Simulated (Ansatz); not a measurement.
# What ZrPbSe3 (model cell, started as cubic perovskite with Zr in the octahedra) distorts into

Aim: this structure of ZrPbSe3 (model cell, started as cubic perovskite with Zr in the octahedra) is to be tested for unstable modes, and one is followed downhill.

Calculated with Ansatz 0.2.0; DFT LDA, scalar-relativistic, plane waves, PAW; PAW set soft_1.

The structure was built from a prototype and need not be the compound's stable phase.

**1. Set-up**

It takes space group Pm-3m (No. 221, cubic). Conventional cell: a = 5.116 Å, b = 5.116 Å, c = 5.116 Å, α = 90.00°, β = 90.00°, γ = 90.00°. Pb has 12 Se at 3.62 Å nearest. Zr has 6 Se at 2.56 Å nearest. Se has 2 Zr at 2.56 Å nearest. Farther neighbours and most contacts between anions are not listed.

**2. Phonons on a q mesh**

The cell comes from relaxations at this level that are not shown. Stability and thermal properties need the whole zone. Linear response on a 2×2×2 q mesh gives force constants as far as a supercell of that size would.

The input, input.yaml:

```yaml
crystal:
  lattice:
    - [5.1163184678, 0.0, 0.0]
    - [0.0, 5.1163184678, 0.0]
    - [0.0, 0.0, 5.1163184678]
  atoms:
    - { symbol: Pb, position: [0.0, 0.0, 0.0] }
    - { symbol: Zr, position: [0.5, 0.5, 0.5] }
    - { symbol: Se, position: [0.5, 0.5, 0.0] }
    - { symbol: Se, position: [0.5, 0.0, 0.5] }
    - { symbol: Se, position: [0.0, 0.5, 0.5] }
kpoints:
  mp_grid: { grid: [8, 8, 8] }
hamiltonian:
  xc: lda
  pseudopotentials: { kind: paw, azcp: { folder: soft_1 }, xc_functional: pbe }
scf:
  occupations: { method: methfessel_paxton, width: 0.2 }
output:
  eigenvalues: true
phonons:
  method: dfpt
  qmesh: [2, 2, 2]
  temperatures: { t_max: 1000, t_step: 50 }
  qpath:
    path:
      - [[0.0, 0.0, 0.0], [0.0, 0.5, 0.0], [0.5, 0.5, 0.0], [0.0, 0.0, 0.0], [0.5, 0.5, 0.5], [0.0, 0.5, 0.0]]
      - [[0.5, 0.5, 0.5], [0.5, 0.5, 0.0]]
    npoints: 10
```

Launch:

```
$ ansatz run input.yaml --threads 4 --pin off --max-ram 16384MiB --backend cpu --events-out ev --progress --plain --runs-dir out
```

Numbers of over 12 decimals in the logs are rounded to 6 here.

The program printed:

```text
Engine: ansatz 0.2.0, aarch64-unknown-linux-gnu
Pseudopotentials: kind: paw
Pseudopotential: Pb, paw, valence charge 14, recommended cutoff 420 eV (normal), soft_1/Pb.paw.azcp
Pseudopotential: Zr, paw, valence charge 12, recommended cutoff 420 eV (normal), soft_1/Zr.paw.azcp
Pseudopotential: Se, paw, valence charge 16, recommended cutoff 420 eV (normal), soft_1/Se.paw.azcp
Functional definition: SPW92
  exchange = slater_x
  correlation = pw_c
Crystal: 5 atoms, lattice volume = 133.928 Å³
Basis set: ecut = 420 eV, 2601 PW (Γ), exchange–correlation on 72×72×72 points (8 copies of the dense FFT grid, shifted against one another)
Bands: 45, of which v1, the nominal top of the filled ones, is band 37 counted from 1 (36 counted from 0)
Symmetry: 48 space group operations
k-points: 35 of 512
Non-local potential: Pb, projectors of the file, l = 0: 2, l = 1: 2, l = 2: 2, l = 3: 1
Non-local potential: Zr, projectors of the file, l = 0: 3, l = 1: 2, l = 2: 2, l = 3: 1
Non-local potential: Se, projectors of the file, l = 0: 2, l = 1: 2, l = 2: 3, l = 3: 1
PAW form: soft (Blöchl's): semilocal exchange-correlation on the pseudo side does not see the compensation charge
PAW frozen core: Pb, regenerated for the run's functional, and the local potential with it (the file was generated under x = pbe(κ = 0.804, μ = 0.219515), c = pbe(β = 0.066725))
PAW frozen core: Zr, regenerated for the run's functional, and the local potential with it (the file was generated under x = pbe(κ = 0.804, μ = 0.219515), c = pbe(β = 0.066725))
PAW frozen core: Se, regenerated for the run's functional, and the local potential with it (the file was generated under x = pbe(κ = 0.804, μ = 0.219515), c = pbe(β = 0.066725))
PAW one-centre angular grid: Pb, 590 points (default); XC on 64 Gauss nodes
PAW one-centre angular grid: Zr, 590 points (default); XC on 64 Gauss nodes
PAW one-centre angular grid: Se, 590 points (default); XC on 64 Gauss nodes
Initial density: superposition of atomic densities (chi_scale 0.1, normalization cell, long waves kept (reshape's long-wave potential 0.00 eV rms))
Initial wavefunctions: pseudopotential atomic-orbital guess
Functional: x = slater, c = lda
SCF iter   1: F=—  HF=-31839.343632 eV  |F-HF|=—  |Δ(HF+E_count)|=         —  Δρ=7.12e-2  dr2=2.48e1  ethr=3.10e-3  ⟨swp⟩=6.8  Hψ=5752  notcnv=0
preconditioner: auto → Resta (q_TF=auto, 2.471 Å⁻¹)  ε∞=4.5  [insulator: Δε(μ)=0.137 eV  Ē_g=10.327 eV  σ=0.200 eV  W_gap=0.54  n_scr=32 (ndim 8)  ℏωp=19.3 eV  f_vac=0.002  D(μ)=1.46/eV (n_scr^D=6)  ε∞_Penn≈4.5]
SCF iter   2: F=—  HF=-31835.960883 eV  |F-HF|=—  |Δ(HF+E_count)|=    3.38e0  S|Δr|=    0.00e0  Δρ=3.19e-2  dr2=5.42e0  ethr=3.10e-3  ⟨swp⟩=3.0  Hψ=2606  notcnv=0  defer=32
preconditioner: auto → Kerker (q_TF=auto, 2.471 Å⁻¹)  [metal: Δε(μ)=0.038 eV  Ē_g=10.776 eV  σ=0.200 eV  W_gap=0.16  n_scr=32 (ndim 8)  ℏωp=19.3 eV  f_vac=0.002  D(μ)=3.81/eV (n_scr^D=26)]
SCF iter   3: F=—  HF=-31834.784994 eV  |F-HF|=—  |Δ(HF+E_count)|=    1.18e0  S|Δr|=    0.00e0  Δρ=7.94e-3  dr2=3.10e-1  ethr=3.10e-3  ⟨swp⟩=3.0  Hψ=2514  notcnv=0  defer=41
SCF iter   4: F=—  HF=-31834.716357 eV  |F-HF|=—  |Δ(HF+E_count)|=   6.86e-2  S|Δr|=    0.00e0  Δρ=1.83e-3  dr2=5.12e-3  ethr=4.19e-4  ⟨swp⟩=1.9  Hψ=2147  notcnv=0  defer=45
SCF iter   5: F=—  HF=-31834.716426 eV  |F-HF|=—  |Δ(HF+E_count)|=   6.92e-5  S|Δr|=    0.00e0  Δρ=5.99e-4  dr2=5.88e-4  ethr=6.92e-6  ⟨swp⟩=2.0  Hψ=2801  notcnv=0  defer=45
SCF iter   6: F=—  HF=-31834.715855 eV  |F-HF|=—  |Δ(HF+E_count)|=   5.71e-4  S|Δr|=    0.00e0  Δρ=2.73e-4  dr2=1.68e-4  ethr=7.95e-7  ⟨swp⟩=2.0  Hψ=2792  notcnv=0  defer=45
SCF iter   7: F=—  HF=-31834.715825 eV  |F-HF|=—  |Δ(HF+E_count)|=   3.00e-5  S|Δr|=    0.00e0  Δρ=1.12e-4  dr2=5.75e-5  ethr=2.27e-7  ⟨swp⟩=2.1  Hψ=1974  notcnv=0  defer=45
SCF iter   8: F=—  HF=-31834.715815 eV  |F-HF|=—  |Δ(HF+E_count)|=   1.01e-5  S|Δr|=    0.00e0  Δρ=4.30e-5  dr2=6.50e-6  ethr=7.76e-8  ⟨swp⟩=1.9  Hψ=1626  notcnv=0  defer=45
SCF iter   9: F=—  HF=-31834.715815 eV  |F-HF|=—  |Δ(HF+E_count)|=   1.43e-7  S|Δr|=    0.00e0  Δρ=1.24e-5  dr2=4.43e-7  ethr=8.78e-9  ⟨swp⟩=2.0  Hψ=1752  notcnv=0  defer=45
SCF iter  10: F=—  HF=-31834.715815 eV  |F-HF|=—  |Δ(HF+E_count)|=   7.49e-8  S|Δr|=    0.00e0  Δρ=2.38e-6  dr2=1.27e-8  ethr=5.98e-10  ⟨swp⟩=2.0  Hψ=1875  notcnv=0  defer=45
SCF iter  11: F=—  HF=-31834.715815 eV  |F-HF|=—  |Δ(HF+E_count)|=   1.66e-9  S|Δr|=    0.00e0  Δρ=5.81e-7  dr2=4.73e-10  ethr=1.71e-11  ⟨swp⟩=2.1  Hψ=2266  notcnv=0  defer=45
SCF iter  12: F=—  HF=-31834.715815 eV  |F-HF|=—  |Δ(HF+E_count)|=  5.46e-11  S|Δr|=    0.00e0  Δρ=1.27e-7  dr2=3.07e-11  ethr=1.00e-12  ⟨swp⟩=2.4  Hψ=2637  notcnv=0  defer=45
SCF iter  13: F=-31834.715815 eV  HF=-31834.715815 eV  |F-HF|=2.18e-11  |Δ(HF+E_count)|=  7.28e-12  S|Δr|=    0.00e0  Δρ=3.63e-8  dr2=2.21e-12  ethr=1.00e-12  ⟨swp⟩=13.0  Hψ=8234  notcnv=0
SCF 1 converged in 13 iterations: F = -31834.715815 eV  dr2 = 2.21e-12
  greatest PAW one-centre occupation: 1.000 electrons in one spin orbital (limit 2), on the Se atom at site 2 (counted from 0), in its partial waves of l = 2
Initial density: read from a saved state, or passed on in memory by an earlier SCF of this step, an earlier step, the calling program or the single point that the run made first
iter 1 solved again at ethr=1.25e-7 eV; its pass at ethr=3.10e-3 eV (dr2=9.26e-5 eV) is discarded
SCF iter   1: F=—  HF=-31834.715817 eV  |F-HF|=—  |Δ(HF+E_count)|=         —  Δρ=4.35e-7  dr2=3.26e-10  ethr=1.25e-7  ⟨swp⟩=3.3  Hψ=10426  notcnv=0
eigensolver tolerance schedule: the retry pair's looser diagonalisation over-reported the residual by 284259.67 of it (diagonalisation noise at an unbounded share of the residual, at the tolerance the schedule requests for it); recorded, not acted on — ethr = c·dr2/N_el stays at c = 1.0e-1
preconditioner: auto → Kerker (q_TF=auto, 2.471 Å⁻¹)  [metal: Δε(μ)=0.142 eV  Ē_g=11.398 eV  σ=0.200 eV  W_gap=0.48  n_scr=32 (ndim 8)  ℏωp=19.3 eV  f_vac=0.015  D(μ)=0.99/eV (n_scr^D=0)]
SCF iter   2: F=—  HF=-31834.715815 eV  |F-HF|=—  |Δ(HF+E_count)|=   1.58e-6  S|Δr|=    0.00e0  Δρ=2.73e-7  dr2=1.67e-10  ethr=1.00e-12  ⟨swp⟩=3.9  Hψ=4263  notcnv=0
SCF iter   3: F=—  HF=-31834.715815 eV  |F-HF|=—  |Δ(HF+E_count)|=  1.46e-11  S|Δr|=    0.00e0  Δρ=1.64e-7  dr2=5.40e-11  ethr=1.00e-12  ⟨swp⟩=1.0  Hψ=1575  notcnv=0
SCF iter   4: F=—  HF=-31834.715815 eV  |F-HF|=—  |Δ(HF+E_count)|=  1.82e-11  S|Δr|=    0.00e0  Δρ=9.26e-8  dr2=1.58e-11  ethr=1.00e-12  ⟨swp⟩=1.0  Hψ=1575  notcnv=0
SCF iter   5: F=-31834.715815 eV  HF=-31834.715815 eV  |F-HF|=1.46e-11  |Δ(HF+E_count)|=  1.09e-11  S|Δr|=    0.00e0  Δρ=3.33e-8  dr2=1.71e-12  ethr=1.00e-12  ⟨swp⟩=4.1  Hψ=3642  notcnv=0
SCF 2 converged in 5 iterations: F = -31834.715815 eV  dr2 = 1.71e-12
  greatest PAW one-centre occupation: 1.000 electrons in one spin orbital (limit 2), on the Se atom at site 4 (counted from 0), in its partial waves of l = 2
phonons: the bands overlap, so this run is a metal and interpolates without the dipole-dipole term. If the crystal is really an insulator or semiconductor, its LO-TO splitting is missing
NSCF: frozen V_eff on 35 k-points
NSCF: frozen V_eff on 125 k-points
DFPT response loops at q = (0, 0, 0) (fractional): preconditioner auto → Kerker (q_TF=auto, 2.471 Å⁻¹) (partly filled bands, converged f_vac=0.015); β = 1.00, the filter's whole step (`scf.mixing.beta` (0.50) is not read by the response loops under this deck's `scf.mixing.preconditioner`; to damp them name `kerker` or `kerker_dos`, under which they read `scf.mixing.beta`, and type it under 1.00, their step now; both keys bind the ground state too); Broyden in place of MSR1
NSCF: frozen V_eff on 250 k-points
DFPT response loops at q = (0, 0, -0.5) (fractional): mixed as the last ones told, above
NSCF: frozen V_eff on 250 k-points
DFPT response loops at q = (0, -0.5, -0.5) (fractional): mixed as the last ones told, above
NSCF: frozen V_eff on 250 k-points
DFPT response loops at q = (-0.5, -0.5, -0.5) (fractional): mixed as the last ones told, above
SCF converged after 13 iterations
Stability not checked: this state was not tested for a lower state beside it, because cold or Methfessel-Paxton smearing, or corrected tetrahedra, fill the levels in a way that the test cannot read (fill_not_monotonic; see scf.lower_state_search)
Free energy (F): -31834.715815 eV
Harris-Foulkes:  -31834.715815 eV  (|F-HF|=2.18e-11)
Internal energy: -31834.719633 eV  (E = F + TS)
E sigma→0 (E₀):  -31834.716770 eV
Entropy (-TS):   0.003818 eV (0.764 meV/atom)
Fermi energy:    8.855249 eV
--- Per-component energies (eV) ---
  E_band       = -1351.674087
  E_kinetic    = 943.972818
  E_local      = -10120.639731  (includes V_loc(G=0)·N_el)
  E_nonlocal   = -665.188050
  E_hartree    = 5015.886261
  E_xc         = -613.694186
  E_vxc        = -594.723495  (∫ρ·V_xc dr)
  E_paw        = -19082.516027  (= ΣΔE_a)
  E_vpaw       = -946.866968  (= ΣTr[D̂ρ^β])
  E_aug_tail   = -0.001164  (compensation charges beyond the density's cutoff)
  E_ewald      = -7319.484410
  E_core_change = 6.944856  (= ΣΔE_core)
  E_smearing   = 0.003818  (= −TS)
  E_closure    = -0.000000  (closes the sum)
  Σ components = -31834.715815   (vs F -31834.715815, Δ=0.00e0)
--- Band table (eV; the first three rows and the last of 35) ---
  k-point 0: bands = [... 33 lower, 7.4666, 7.9794, 7.9794, 7.9794, 8.8676, 8.8676, 8.8676, 11.1750, ... 4 higher]
  k-point 1: bands = [... 33 lower, 7.3844, 7.5216, 7.8927, 7.8927, 8.8760, 9.3545, 9.3545, 10.9121, ... 4 higher]
  k-point 2: bands = [... 33 lower, 6.9747, 7.2024, 7.9329, 7.9329, 8.8964, 10.0541, 10.1080, 10.1080, ... 4 higher]
  k-point 34: bands = [... 33 lower, 4.7658, 8.8749, 8.8749, 8.8749, 10.2986, 10.2986, 10.2986, 13.1016, ... 4 higher]
--- Phonons (Γ-DFPT): 4 representative perturbations + reference (Σ response iterations 12) ---
  ASR residual: 1.709e-4 → 0.000e0 eV/Å²; symmetrization residual: 1.650e-5 eV/Å²
  ASR residual per site (eV/Å²): 1.71e-4 1.52e-5 5.75e-5 5.75e-5 5.75e-5
  Γ frequencies (cm⁻¹): -93.56 -93.56 -93.56 -84.43 -84.43 -84.43 -57.34 -57.34 -57.34 0.00 0.00 0.00 254.60 254.60 254.60
--- Phonons (arbitrary-q DFPT): 4 irreducible q on the 2×2×2 mesh ---
  q = [0.0000, 0.0000, 0.0000] (star 1, of the zone-centre solve; hermiticity 2.47e-6, symmetrization 5.50e-12): -93.56 -93.56 -93.56 -84.43 -84.43 -84.43 -57.34 -57.34 -57.34 -0.00 0.00 0.00 254.60 254.60 254.60
  q = [0.0000, 0.0000, -0.5000] (star 3, 9 solved perturbations in 975 linear systems a pass and spin channel, the states on 125 of 512 k-point pairs; hermiticity 2.40e-6, symmetrization 2.75e-9): -79.71 -79.71 -69.59 -69.59 -68.70 -44.98 -44.98 -16.71 45.69 45.69 65.79 199.77 258.09 258.09 264.73
  q = [0.0000, -0.5000, -0.5000] (star 3, 9 solved perturbations in 975 linear systems a pass and spin channel, the states on 125 of 512 k-point pairs; hermiticity 2.32e-6, symmetrization 2.43e-9): -125.06 -81.21 -81.21 -46.60 -45.89 21.26 21.26 40.01 40.01 98.09 184.34 196.63 196.63 260.39 278.88
  q = [-0.5000, -0.5000, -0.5000] (star 1, 4 solved perturbations in 350 linear systems a pass and spin channel, the states on 125 of 512 k-point pairs; hermiticity 4.80e-7, symmetrization 1.45e-9): -121.36 -121.36 -121.36 -67.11 -67.11 -67.11 89.51 89.51 89.51 150.60 150.60 198.03 198.03 198.03 290.50
  sum rule: each row above includes the acoustic sum rule's correction from the zone centre's row sums; it moved no ω² by more than (0.47 cm⁻¹)²
  mesh force constants: q→R imaginary residual 4.84e-18; ASR residual 1.709e-4 → 0.000e0 eV/Å²; symmetrization residual 1.066e-14 eV/Å²
  interpolated dispersion: 62 rows × 15 modes
  density of states and harmonic sums: on the 12×12×12 q-mesh, interpolated from the force constants of a 2×2×2 supercell (no non-analytic term)
  largest difference from the sums on the solved wave vectors: F 6.85e-2 eV, S 1.12e-4 and C_V 4.35e-5 eV/K
  zero-point energy: 0.077439 eV/cell   skipped modes (ω ≤ 0): 564, of them read as no rigid motion or as one in doubt: 561 (6.622e0 modes/cell left out, lowest -125.06 cm⁻¹)   left out of the sums: 4.42e-1 of the cell's modes: C_V's classical limit lies that fraction below 3 k_B per atom; for a crystal, a wire or a layer, F and S can be off by more, and a phonons.interpolated_qmesh denser along its periods is the remedy for the sampling
```

It took 8.8 min on 4 threads of Arm Neoverse V1, shared host; peak memory 2 GiB; 35 min of CPU time.

The column dr2 measures how far the density is from self-consistency, as an energy; F and HF (Harris–Foulkes) agree once it is small.

This step gave:

- volume per atom: 26.79 Å³
- gap on the k-mesh: 0 eV
- sum-rule residual before enforcement: 1.71e-4 eV/Å²
- lowest frequency on the path: -125.1 cm⁻¹
- point group: m-3m
- highest frequency on the path or at a solved wavevector: 292.3 cm⁻¹
- highest optical mode at the zone centre (no LO-TO term): 254.6 cm⁻¹
- lowest optical zone-centre mode: -93.56 cm⁻¹
- lowest mode on the q mesh (acoustic modes at Γ apart): -125.1 cm⁻¹

Frequencies (cm⁻¹) solved at each irreducible wavevector; negative means imaginary. Frequencies by wavevector, by row:

| q in reciprocal lattice units | star | mode 1 | mode 2 | mode 3 | mode 4 | mode 13 | mode 14 | mode 15 |
| --- | --- | --- | --- | --- | --- | --- | --- | --- |
| 0 0 0 | 1 | -93.6 | -93.6 | -93.6 | -84.4 | 254.6 | 254.6 | 254.6 |
| 0 0 -0.5 | 3 | -79.7 | -79.7 | -69.6 | -69.6 | 258.1 | 258.1 | 264.7 |
| 0 -0.5 -0.5 | 3 | -125.1 | -81.2 | -81.2 | -46.6 | 196.6 | 260.4 | 278.9 |
| -0.5 -0.5 -0.5 | 1 | -121.4 | -121.4 | -121.4 | -67.1 | 198 | 198 | 290.5 |

Interpolated from a 2×2×2 q mesh. Phonon branches along the path, in cm⁻¹:

| point | branch 1 | branch 2 | branch 3 | branch 4 | branch 12 | branch 13 | branch 14 | branch 15 |
| --- | --- | --- | --- | --- | --- | --- | --- | --- |
| Γ | -94 | -94 | -94 | -84 | 0 | 255 | 255 | 255 |
| halfway | -87 | -87 | -77 | -73 | 131 | 256 | 256 | 261 |
| X | -80 | -80 | -70 | -70 | 200 | 258 | 258 | 265 |
| halfway | -105 | -77 | -75 | -61 | 198 | 225 | 259 | 278 |
| M | -125 | -81 | -81 | -47 | 197 | 197 | 260 | 279 |
| halfway | -96 | -80 | -75 | -70 | 134 | 241 | 258 | 274 |
| Γ | -94 | -94 | -94 | -84 | 0 | 255 | 255 | 255 |
| halfway | -99 | -90 | -90 | -64 | 139 | 238 | 238 | 286 |
| R | -121 | -121 | -121 | -67 | 198 | 198 | 198 | 290 |
| halfway | -107 | -97 | -91 | -66 | 198 | 212 | 235 | 290 |
| X | -80 | -80 | -70 | -70 | 200 | 258 | 258 | 265 |
| jump to R | -121 | -121 | -121 | -67 | 198 | 198 | 198 | 290 |
| halfway | -123 | -101 | -101 | -65 | 197 | 197 | 221 | 291 |
| M | -125 | -81 | -81 | -47 | 197 | 197 | 260 | 279 |

Symmetry leaves 4 wavevectors to solve. The lowest mode among them, the acoustic zeros apart, lies at q = (0, -0.5, -0.5) and is imaginary, 125.1i cm⁻¹, so the energy falls along it.

**3. The mode frozen in, largest atomic shift 0 Å**

The mode followed lies at q = (-0.5, -0.5, -0.5) with frequency 121.4i cm⁻¹ and is 3-fold degenerate, one of the unstable modes though not the softest. At small amplitude the distorted cell has space group no. 140 by a symmetry search on the positions. The undistorted cell that holds it gives the zero of energy on the same k mesh.

System of this step: ZrPbSe3 (model cell, started as cubic perovskite with Zr in the octahedra). It takes space group Pm-3m (No. 221, cubic). Conventional cell: a = 5.116 Å, b = 5.116 Å, c = 5.116 Å, α = 90.00°, β = 90.00°, γ = 90.00°. Nearest to Pb lie 12 Se at 3.62 Å. Nearest to Zr lie 6 Se at 2.56 Å. Nearest to Se lie 2 Zr at 2.56 Å. Farther neighbours and most contacts between anions are not listed.

input.yaml, the sections that differ from step 2:

```yaml
crystal:
  lattice:
    - [5.1163184678, 5.1163184678, 0.0]
    - [5.1163184678, 0.0, 5.1163184678]
    - [5.1163184678, 0.0, -5.1163184678]
  atoms:
    - { symbol: Pb, position: [0.0, 0.5, 0.5] }
    - { symbol: Pb, position: [0.0, 0.0, 0.0] }
    - { symbol: Zr, position: [0.5, 0.25, 0.75] }
    - { symbol: Zr, position: [0.5, 0.75, 0.25] }
    - { symbol: Se, position: [0.5, 0.0, 1.0] }
    - { symbol: Se, position: [0.5, 0.5, 0.5] }
    - { symbol: Se, position: [0.0, 0.5, 0.0] }
    - { symbol: Se, position: [0.0, 0.0, 0.5] }
    - { symbol: Se, position: [0.5, 0.5, 0.0] }
    - { symbol: Se, position: [0.5, 0.0, 0.5] }
output:
  forces: true
  stress: true
  eigenvalues: true
# kpoints, hamiltonian, scf: as in step 2
# phonons: removed
```

The program printed:

```text
[...]
Crystal: 10 atoms, lattice volume = 267.857 Å³
Basis set: ecut = 420 eV, 5209 PW (Γ)
Bands: 89, of which v1, the nominal top of the filled ones, is band 74 counted from 1 (73 counted from 0)
Symmetry: 96 space group operations
[...]
k-points: 29 of 512
[...]
k-point 0: bands = [... 70 lower, 7.9801, 8.8624, 8.8624, 8.8624, 8.8781, 8.8781, 8.8781, 10.2950, ... 11 higher]
  k-point 1: bands = [... 70 lower, 7.8208, 8.7508, 8.7508, 8.8068, 9.1119, 9.1349, 9.1349, 10.0721, ... 11 higher]
  k-point 2: bands = [... 70 lower, 7.6343, 8.4181, 8.4181, 8.6152, 9.5688, 9.5903, 9.5903, 9.5912, ... 11 higher]
  k-point 28: bands = [... 70 lower, 7.1227, 7.1227, 8.0355, 8.0355, 9.6288, 9.6288, 10.0269, 10.0269, ... 11 higher]
[key lines of the parts left out:]
SCF converged after 10 iterations
Free energy (F): -63669.426466 eV
Fermi energy:    8.887934 eV
P = ⅓ Tr σ = 0.0271 GPa (0.271 kbar)
```

The job ended after 15 s (4 threads; peak memory 1.1 GiB; 57 s of CPU time).

This step gave:

```
pressure                         : 0.02712 GPa
energy from the undistorted cell : 0 meV/atom
```

The run ends at a pressure of 0.03 GPa.

**4. The mode frozen in, largest atomic shift 0.6 Å**

The atoms are moved along the unstable eigenvector, the largest shift by 0.6 Å, with the cell fixed.

input.yaml, the sections that differ from step 3:

```yaml
crystal:
  lattice:
    - [5.1163184678, 5.1163184678, 0.0]
    - [5.1163184678, 0.0, 5.1163184678]
    - [5.1163184678, 0.0, -5.1163184678]
  atoms:
    - { symbol: Pb, position: [0.0, 0.5, 0.5] }
    - { symbol: Pb, position: [0.0, 0.0, 0.0] }
    - { symbol: Zr, position: [0.5, 0.25, 0.75] }
    - { symbol: Zr, position: [0.5, 0.75, 0.25] }
    - { symbol: Se, position: [0.5, -0.0586359121, 0.9413640879] }
    - { symbol: Se, position: [0.5, 0.5586359121, 0.5586359121] }
    - { symbol: Se, position: [0.0, 0.5, 0.0] }
    - { symbol: Se, position: [0.0, 0.0, 0.5] }
    - { symbol: Se, position: [0.5, 0.4413640879, 0.0586359121] }
    - { symbol: Se, position: [0.5, 0.0586359121, 0.4413640879] }
# kpoints, hamiltonian, scf, output: as in step 3
```

The program printed:

```text
[...]
Crystal: 10 atoms, lattice volume = 267.857 Å³
Basis set: ecut = 420 eV, 5209 PW (Γ)
Bands: 89, of which v1, the nominal top of the filled ones, is band 74 counted from 1 (73 counted from 0)
Symmetry: 16 space group operations
[...]
k-points: 59 of 512
[...]
k-point 0: bands = [... 70 lower, 8.0323, 8.0323, 8.2539, 8.2539, 9.0726, 9.1616, 9.1616, 9.9753, ... 8 higher]
  k-point 1: bands = [... 70 lower, 7.8913, 7.9656, 8.3545, 8.3945, 9.2222, 9.2274, 9.2962, 10.0572, ... 8 higher]
  k-point 2: bands = [... 70 lower, 7.7243, 7.9778, 8.1777, 8.2673, 9.3941, 9.5854, 9.6827, 10.0282, ... 8 higher]
  k-point 58: bands = [... 70 lower, 6.8353, 7.4678, 8.0704, 8.0704, 9.1009, 9.9538, 9.9799, 9.9799, ... 8 higher]
[key lines of the parts left out:]
SCF converged after 11 iterations
Free energy (F): -63670.887959 eV
Fermi energy:    8.615158 eV
P = ⅓ Tr σ = -1.8154 GPa (-18.154 kbar)
```

Run time: 32 s. Hardware: 4 threads; peak memory 1.4 GiB; 2.1 min of CPU time.

This step gave:

| Property | Result |
| --- | --- |
| pressure | -1.815 GPa |
| gap on the k-mesh | 0.2872 eV |
| energy from the undistorted cell | -146.1 meV/atom |

The energy, extrapolated to zero smearing, is -146.11 meV/atom against the undistorted cell.

The run ends at a pressure of -1.82 GPa, with forces up to 0.60 eV/Å.

[end of part 1 of 3]

[Logs are printed without paths, hosts, clocks, repeated set-up lines and the standing remarks that a program may print on its own settings, such as how far it seeks lower states.]

[Hosts, paths, dates, database ids (printed as entryN), source tags and the programs' standing remarks are cut or masked in the printed files.]
